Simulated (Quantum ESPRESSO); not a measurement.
The S K edge of atom 2 in CuS (F-43m), with 4 Cu at 2.23 Å (tetrahedral, site symmetry -43m), was computed in 2 ways: excited-electron core hole (neutral cell) and no core hole. Program and functional: Quantum ESPRESSO XSpectra, PBEsol, Lorentzian half width 0.3 eV up to 4 eV, rising linearly to 2.5 eV at 25 eV; cells of 2 and 12 atoms (the run without a hole in the smaller).

Each run is counted from its own lowest empty level or Fermi level and scaled to a mean of 1 over its first 20 eV.

```csv
E (eV),run 1,run 2
-2.0,0.06,0.04
-1.4,0.11,0.06
-0.8,0.22,0.10
-0.2,0.86,0.37
0.4,1.93,0.74
1.0,1.15,0.44
1.6,0.34,0.14
2.2,0.15,0.10
2.8,0.12,0.11
3.4,0.12,0.17
4.0,0.19,0.33
4.6,0.41,0.78
5.2,0.79,1.40
5.8,1.08,1.73
6.4,1.28,1.88
7.0,1.57,1.79
7.6,1.48,1.59
8.2,1.45,1.58
8.8,1.49,1.51
9.4,1.50,1.39
10.0,1.43,1.24
10.6,1.27,1.11
11.2,1.15,1.04
11.8,1.10,1.01
12.4,1.05,0.98
13.0,0.98,0.92
13.6,0.92,0.88
14.2,0.89,0.87
14.8,0.88,0.90
15.4,0.90,0.96
16.0,0.95,1.03
16.6,1.00,1.08
17.2,1.04,1.11
17.8,1.07,1.11
18.4,1.08,1.10
19.0,1.06,1.07
19.6,1.04,1.04
20.2,1.02,1.01
20.8,1.00,0.97
21.4,0.96,0.93
22.0,0.92,0.90
22.6,0.89,0.87
23.2,0.86,0.85
23.8,0.84,0.84
24.4,0.82,0.83
25.0,0.80,0.83
25.6,0.80,0.83
26.2,0.79,0.84
26.8,0.79,0.85
27.4,0.79,0.85
28.0,0.79,0.86
28.6,0.79,0.87
29.2,0.79,0.89
29.8,0.80,0.93
30.4,0.83,0.97
31.0,0.87,1.03
31.6,0.93,1.09
```

**Question.** Which run is which?

Run 1: no core hole (area from −2 to 6 eV 4.4, main maxima 0.3 eV (1.95), 7.1 eV (1.59), 9.5 eV (1.50) and 18.3 eV (1.08)). Run 2: excited-electron core hole (neutral cell) (area from −2 to 6 eV 3.7, main maxima 0.3 eV (0.76), 6.6 eV (1.90) and 17.6 eV (1.11)). With each curve scaled to its own mean, the area from −2 to 6 eV with the hole is 3.7 against 4.4, and the centre of weight from −1 to 20 eV moves by +0.5 eV (first and strongest maxima below 20 eV: 0.3 eV (1.95), 7.1 eV (1.59) and 9.5 eV (1.50) without the hole, 0.3 eV (0.76), 6.6 eV (1.90) and 17.6 eV (1.11) with it): the near-edge weight falls against the higher-lying part.

[Banner, clock and machine lines of the logs are left out without a mark of their own.]

[Logs are printed without paths, hosts, clocks, repeated set-up lines and the standing remarks that a program may print on its own settings, such as how far it seeks lower states.]

[Hosts, paths, dates, database ids (printed as entryN), source tags and the programs' standing remarks are cut or masked in the printed files.]

[Lists of maxima count a maximum above −3 eV only where it reaches 4 % of the highest in the window and stands out from its surroundings by 2 % of it (1.5 % where it reaches 55 %); shoulders and weaker maxima are passed over, and of the rest the first, up to two pre-edge ones and the few strongest are named.]
